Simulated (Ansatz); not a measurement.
# ZnGeW in the AlB2 type: lattice stability ahead of a resistivity run, part 2 of 3

The plan: relax ZnGeW in the AlB2 type, check its phonons, and, if the lattice is stable, compute its Eliashberg function and ρ(T).

Ansatz 0.2.0; DFT PBEsol, scalar-relativistic, plane waves, PAW; PAW set soft_1.

So far. Step 2 (Rough relaxation): The largest force is now zero by symmetry and the largest stress component 0.23 GPa. Step 3 (Relaxation): The largest force is now zero by symmetry and the largest stress component 0.021 GPa. The relaxed cell has a = 4.403, c = 2.618 Å (conventional setting).

The structure was built from a prototype and need not be the compound's stable phase.

## 4. Relaxing tightly for phonons

No force is left; the cell is relaxed once more with another smearing and tight thresholds.

The input, input.yaml:

```yaml
crystal:
  lattice:
    - [4.4031885593, 0.0, 0.0]
    - [-2.2015942797, 3.81327315, 0.0]
    - [0.0, 0.0, 2.6181884522]
  atoms:
    - { symbol: W, position: [0.0, 0.0, 0.0] }
    - { symbol: Ge, position: [0.3333333333, 0.6666666667, 0.5] }
    - { symbol: Zn, position: [0.6666666667, 0.3333333333, 0.5] }
kpoints:
  mp_grid: { grid: [9, 9, 12] }
hamiltonian:
  xc: pbesol
  pseudopotentials: { kind: paw, azcp: { folder: soft_1 }, xc_functional: pbe }
scf:
  occupations: { method: methfessel_paxton, width: 0.2 }
output:
  forces: true
  stress: true
  eigenvalues: true
relax:
  adjacent_minimum: "off"
  f_tol: 0.001
  max_steps: 60
  cell: { stress_tol: 0.01 }
```

Started as:

```sh
ansatz run input.yaml --threads 4 --pin off --max-ram 12288MiB --backend cpu --events-out ev --progress --plain --runs-dir out
```

Numbers of over 12 decimals in the logs are rounded to 6 here.

Output:

```text
[the first part of the log is left out]
  E_paw        = -12282.927819  (= ΣΔE_a)
  E_vpaw       = -874.570435  (= ΣTr[D̂ρ^β])
  E_aug_tail   = -0.000074  (compensation charges beyond the density's cutoff)
  E_ewald      = -4537.337431
  E_core_change = 1.937151  (= ΣΔE_core)
  E_smearing   = -0.003447  (= −TS)
  E_closure    = 0.000000  (closes the sum)
  Σ components = -17790.817774   (vs F -17790.817774, Δ=0.00e0)
[...]
--- Stress (GPa, compression-positive) ---
       -0.009005      -0.000000       0.000000
       -0.000000      -0.009005       0.000000
        0.000000       0.000000       0.008487
  P = ⅓ Tr σ = -0.0032 GPa (-0.032 kbar)
--- Band table (eV; the first three rows and the last of 84) ---
[...]
--- Relaxed structure (2 steps of the walk, 2 accepted, 1 SCFs on fresh bases) ---
[...]
cell:  # Å, volume = 43.9549 Å³
    - [4.402527, 2.8863235505437515e-11, 0.0]
    - [-2.201263, 3.812700, 0.0]
    - [0.0, 0.0, 2.618621]
  atoms:
    - { symbol: W, position: [0, 0, 0.0] }
    - { symbol: Ge, position: [0.333333, 0.666667, 0.500000] }
    - { symbol: Zn, position: [0.666667, 0.333333, 0.500000] }
```

Run time: 7.6 s. Hardware: 4 threads of Arm Neoverse V2, shared host; peak memory 0.47 GiB; 29 s of CPU time.

Little changed from the start: no atom moved by 0.005 Å and no cell edge by 0.1 %.

This step gave:

* pressure: -0.003174 GPa

The largest force is now zero by symmetry and the largest stress component 0.0090 GPa, small enough for phonons.

## 5. Phonons: q 2×2×2, k 4×4×6

Before any scattering is computed, the phonons show whether the structure is a minimum.

The input, input.yaml:

```yaml
crystal:
  lattice:
    - [4.4025267916, 0.0, 0.0]
    - [-2.2012633958, 3.8127000424, 0.0]
    - [0.0, 0.0, 2.6186214389]
  atoms:
    - { symbol: W, position: [0.0, 0.0, 0.0] }
    - { symbol: Ge, position: [0.3333333333, 0.6666666667, 0.5] }
    - { symbol: Zn, position: [0.6666666667, 0.3333333333, 0.5] }
kpoints:
  mp_grid: { grid: [4, 4, 6] }
hamiltonian:
  xc: pbesol
  pseudopotentials: { kind: paw, azcp: { folder: soft_1 }, xc_functional: pbe }
scf:
  occupations: { method: methfessel_paxton, width: 0.2 }
output:
  eigenvalues: true
phonons:
  method: dfpt
  qmesh: [2, 2, 2]
  temperatures: { t_max: 1000, t_step: 50 }
  qpath:
    path:
      - [[0.0, 0.0, 0.0], [0.5, 0.0, 0.0], [0.33333333, 0.33333333, 0.0], [0.0, 0.0, 0.0], [0.0, 0.0, 0.5], [0.5, 0.0, 0.5], [0.33333333, 0.33333333, 0.5], [0.0, 0.0, 0.5]]
      - [[0.5, 0.0, 0.5], [0.5, 0.0, 0.0]]
      - [[0.33333333, 0.33333333, 0.5], [0.33333333, 0.33333333, 0.0]]
    npoints: 10
```

Output:

```text
Warning: phonons: the dynamical matrix that this run interpolates holds no multipole term above the dipole-dipole one, and a site of this crystal is no centre of inversion, so its interpolated transverse optical and acoustic branches and sound speeds can stay off near Gamma, and the density of states and the thermodynamics with them. What a run solves at a wave vector of phonons.qpoints, Gamma apart, where the deck admits one, is free of this, and under fd what a larger phonons.supercell samples
[...]
Crystal: 3 atoms, lattice volume = 43.955 Å³
Basis set: ecut = 420 eV, 879 PW (Γ), exchange–correlation on 60×60×36 points (8 copies of the dense FFT grid, shifted against one another)
Bands: 24, of which v1, the nominal top of the filled ones, is band 20 counted from 1 (19 counted from 0)
Symmetry: 12 space group operations
k-points: 16 of 96 (time reversal used)
[...]
SCF iter   1: F=—  HF=-17791.207979 eV  |F-HF|=—  |Δ(HF+E_count)|=         —  Δρ=5.50e-2  dr2=1.59e0  ethr=3.10e-3  ⟨swp⟩=5.2  Hψ=1811  notcnv=0
[...]
SCF iter  11: F=-17790.807607 eV  HF=-17790.807607 eV  |F-HF|=3.64e-12  |Δ(HF+E_count)|=  1.09e-11  S|Δr|=    0.00e0  Δρ=9.06e-8  dr2=4.47e-12  ethr=1.00e-12  ⟨swp⟩=6.1  Hψ=1711  notcnv=0
SCF 1 converged in 11 iterations: F = -17790.807607 eV  dr2 = 4.47e-12
[...]
SCF iter   1: F=—  HF=-17790.807609 eV  |F-HF|=—  |Δ(HF+E_count)|=         —  Δρ=4.89e-7  dr2=1.25e-10  ethr=1.48e-7  ⟨swp⟩=2.9  Hψ=2744  notcnv=0
eigensolver tolerance schedule: the retry pair's looser diagonalisation over-reported the residual by 472986.61 of it (diagonalisation noise at an unbounded share of the residual, at the tolerance the schedule requests for it); recorded, not acted on — ethr = c·dr2/N_el stays at c = 1.0e-1
[...]
SCF iter   2: F=—  HF=-17790.807607 eV  |F-HF|=—  |Δ(HF+E_count)|=   1.22e-6  S|Δr|=    0.00e0  Δρ=2.96e-7  dr2=6.36e-11  ethr=1.00e-12  ⟨swp⟩=3.4  Hψ=953  notcnv=0
[...]
SCF iter   4: F=-17790.807607 eV  HF=-17790.807607 eV  |F-HF|=0.00e0  |Δ(HF+E_count)|=    0.00e0  S|Δr|=    0.00e0  Δρ=1.17e-7  dr2=5.37e-12  ethr=1.00e-12  ⟨swp⟩=2.6  Hψ=813  notcnv=0
SCF 2 converged in 4 iterations: F = -17790.807607 eV  dr2 = 5.37e-12
phonons: the bands overlap, so this run is a metal and interpolates without the dipole-dipole term. If the crystal is really an insulator or semiconductor, its LO-TO splitting is missing
NSCF: frozen V_eff on 16 k-points
[...]
DFPT response loops at q = (0, 0, 0) (fractional): preconditioner auto → Kerker (q_TF=auto, 2.686 Å⁻¹) (partly filled bands, converged f_vac=0.000); β = 1.00, the filter's whole step (`scf.mixing.beta` (0.50) is not read by the response loops under this deck's `scf.mixing.preconditioner`; to damp them name `kerker` or `kerker_dos`, under which they read `scf.mixing.beta`, and type it under 1.00, their step now; both keys bind the ground state too); Broyden in place of MSR1
[...]
SCF converged after 11 iterations
Stability not checked: this state was not tested for a lower state beside it, because cold or Methfessel-Paxton smearing, or corrected tetrahedra, fill the levels in a way that the test cannot read (fill_not_monotonic; see scf.lower_state_search)
Free energy (F): -17790.807607 eV
[...]
Internal energy: -17790.811375 eV  (E = F + TS)
E sigma→0 (E₀):  -17790.808549 eV
Entropy (-TS):   0.003767 eV (1.256 meV/atom)
Fermi energy:    17.104084 eV
Step filling:    the computed levels leave a gap of 0.1259 eV = 0.6 smearing widths at the electron count; against every level under it full and every level over it empty, smearing changes F+E_penalty+E_count by +2.374 meV and its σ→0 estimate by +1.432 meV
[...]
--- Band table (eV; the first three rows and the last of 16) ---
  k-point 0: bands = [... 16 lower, 12.2262, 12.5601, 14.5288, 17.9538, 17.9538, 19.7228, 19.7228, 22.0837]
  k-point 1: bands = [... 16 lower, 12.8743, 13.9153, 15.0321, 16.3018, 16.3018, 20.2855, 21.0457, 21.0457]
  k-point 2: bands = [... 16 lower, 14.2789, 14.2789, 14.7929, 14.7929, 16.3106, 19.6546, 20.1092, 20.1092]
  k-point 15: bands = [... 16 lower, 12.0012, 14.3687, 14.4730, 17.1174, 17.3531, 17.9489, 19.6477, 19.9210]
--- Phonons (Γ-DFPT): 6 representative perturbations + reference (Σ response iterations 19) ---
  ASR residual: 1.228e-4 → 0.000e0 eV/Å²; symmetrization residual: 5.738e-6 eV/Å²
  ASR residual per site (eV/Å²): 3.27e-5 4.09e-6 1.23e-4
  Γ frequencies (cm⁻¹): -64.04 0.00 0.00 0.00 88.71 110.42 110.42 234.09 234.09
--- Phonons (arbitrary-q DFPT): 4 irreducible q on the 2×2×2 mesh ---
  q = [0.0000, 0.0000, 0.0000] (star 1, of the zone-centre solve; hermiticity 1.40e-6, symmetrization 6.99e-13): -64.04 -0.00 0.00 0.00 88.71 110.42 110.42 234.09 234.09
  q = [0.0000, 0.0000, -0.5000] (star 1, 6 solved perturbations in 132 linear systems a pass and spin channel, the states on 28 of 96 k-point pairs; hermiticity 3.87e-7, symmetrization 2.30e-12): -90.12 -90.12 100.22 100.22 164.56 204.33 207.26 207.26 234.98
  q = [0.0000, -0.5000, 0.0000] (star 3, 9 solved perturbations on 28 of 96 k-point pairs; hermiticity 1.48e-6, symmetrization 5.65e-14): -60.98 -27.93 39.48 89.15 103.89 106.33 159.92 218.97 238.93
[...]
sum rule: each row above includes the acoustic sum rule's correction from the zone centre's row sums; it moved no ω² by more than (0.71 cm⁻¹)²
  mesh force constants: q→R imaginary residual 9.88e-18; ASR residual 1.228e-4 → 0.000e0 eV/Å²; symmetrization residual 1.243e-14 eV/Å²
  interpolated dispersion: 93 rows × 9 modes
  density of states and harmonic sums: on the 16×16×24 q-mesh, interpolated from the force constants of a 2×2×2 supercell (no non-analytic term)
  largest difference from the sums on the solved wave vectors: F 1.80e-1 eV, S 2.57e-4 and C_V 7.72e-5 eV/K
  zero-point energy: 0.072810 eV/cell   skipped modes (ω ≤ 0): 293, of them read as no rigid motion or as one in doubt: 290 (6.089e-1 modes/cell left out, lowest -90.12 cm⁻¹)   left out of the sums: 6.77e-2 of the cell's modes: C_V's classical limit lies that fraction below 3 k_B per atom; for a crystal, a wire or a layer, F and S can be off by more, and a phonons.interpolated_qmesh denser along its periods is the remedy for the sampling
```

Elapsed: 28 s, on 4 threads; peak memory 0.54 GiB; 1.7 min of CPU time.

Reading the cycles: dr2 is the Hartree energy of the density residual (eV), the measure of convergence; HF is the Harris–Foulkes estimate of the energy, which meets the free energy F at convergence.

Numbers from this step:

```yaml
share_of_imaginary_modes_in_the_plain_interpolation_between_solved_wavevectors: 0.0682
highest_frequency_solved_or_plainly_interpolated: 244.5 cm⁻¹
```

Solved on the 2×2×2 mesh alone; all other wavevectors are interpolated. The phonon branches at the labelled points (cm⁻¹):

```
    point  branch 1  branch 2  branch 3  branch 4  branch 5  branch 6  branch 7  branch 8  branch 9
        Γ       -64         0         0         0        89       110       110       234       234
  halfway       -60       -21        27        86        88       110       130       227       236
        M       -61       -28        40        89       104       106       160       219       239
  halfway       -61       -25        54        88        94       104       172       211       242
        K       -60       -22        73        82        87       100       192       195       244
  halfway       -60       -21        34        88        89       109       138       224       238
        Γ       -64         0         0         0        89       110       110       234       234
  halfway       -55       -55       101       101       122       148       164       221       221
        A       -90       -90       100       100       165       204       207       207       235
  halfway       -60        81        86       116       175       192       209       210       222
        L        30        70       138       139       170       187       211       212       214
  halfway        72        73       132       144       171       186       193       211       225
        H        74       113       114       152       173       178       185       210       229
  halfway       -35        84        94       120       177       191       200       217       219
        A       -90       -90       100       100       165       204       207       207       235
jump to L        30        70       138       139       170       187       211       212       214
  halfway        33        91       110       126       144       148       161       209       225
        M       -61       -28        40        89       104       106       160       219       239
jump to H        74       113       114       152       173       178       185       210       229
  halfway        88        89        93       125       146       150       175       186       234
        K       -60       -22        73        82        87       100       192       195       244
```

The phonon branches as a text plot (rows in cm⁻¹):

```
    238 |******************     **             **     ***   *****
    224 |  *****    ***    *** *  ***  ********   **** *****
    210 |       *  *          *************************  *
    196 |        **            *  **   **  ****   *       *  ****
    182 |         *          **    **********    * *     ******
    168 |      **  *        **  ***   *****  ********    ***
    154 |    **     *       * **         **       ***********
    140 |   *        *     * *       ****  *     *****      *
    126 |  *          *    **       **  * ***     *****     **
    112 |*******    *******       **     *  ***     *******   *
     98 |   *********    ********** *     *   ***    ** *  ******
     84 |****************          **   *   **    *** ***  ******
     70 |  *     **   *   *          ******* *   *    *  **   * *
     56 | *     *  *                   *                       *
     42 |    ***    *  *                    *         ***
     28 |  **        *   *            *          *****
     14 |**           **  *                            *       **
      1 |*              *            *
    -13 | **          ** **                   *
    -27 |   **********                                  *
    -41 |                  *      * *
    -55 | *************  *  *      *         *         **       *
    -69 |*             **    *                *
    -83 |                     *****            **
         Γ    M  K      Γ       A     L  H     A|L     M|H      K
```

Lowest modes at the softest wavevector of the mesh. The modes at q = (0.000, 0.000, 0.500) (shares of kinetic energy by element, %) (negative means imaginary):

```
mode  frequency (cm⁻¹)  W %  Ge %  Zn %
   1             -90.1  100     0     0
   2             -90.1  100     0     0
   3             100.2    0    66    34
   4             100.2    0    66    34
   5             164.6    0    25    75
   6             204.3  100     0     0
```

Displacements in mode 2 (-90.1 cm⁻¹), the largest set to 1, in the home cell:
```
W1  0.00 1.00 0.00
Ge2 0.00 0.00 0.00
Zn3 0.00 0.00 0.00
```

Displacements in mode 6 (204.3 cm⁻¹), the largest set to 1, in the home cell:
```
W1  0.00 0.00 1.00
Ge2 0.00 0.00 0.00
Zn3 0.00 0.00 0.00
```

Among the solved wavevectors the lowest mode, translations apart, is -90.1 cm⁻¹, imaginary.

(Continued in part 3 of 3.)

[Logs are printed without paths, hosts, clocks, repeated set-up lines and the standing remarks that a program may print on its own settings, such as how far it seeks lower states.]

[Hosts, paths, dates, database ids (printed as entryN), source tags and the programs' standing remarks are cut or masked in the printed files.]
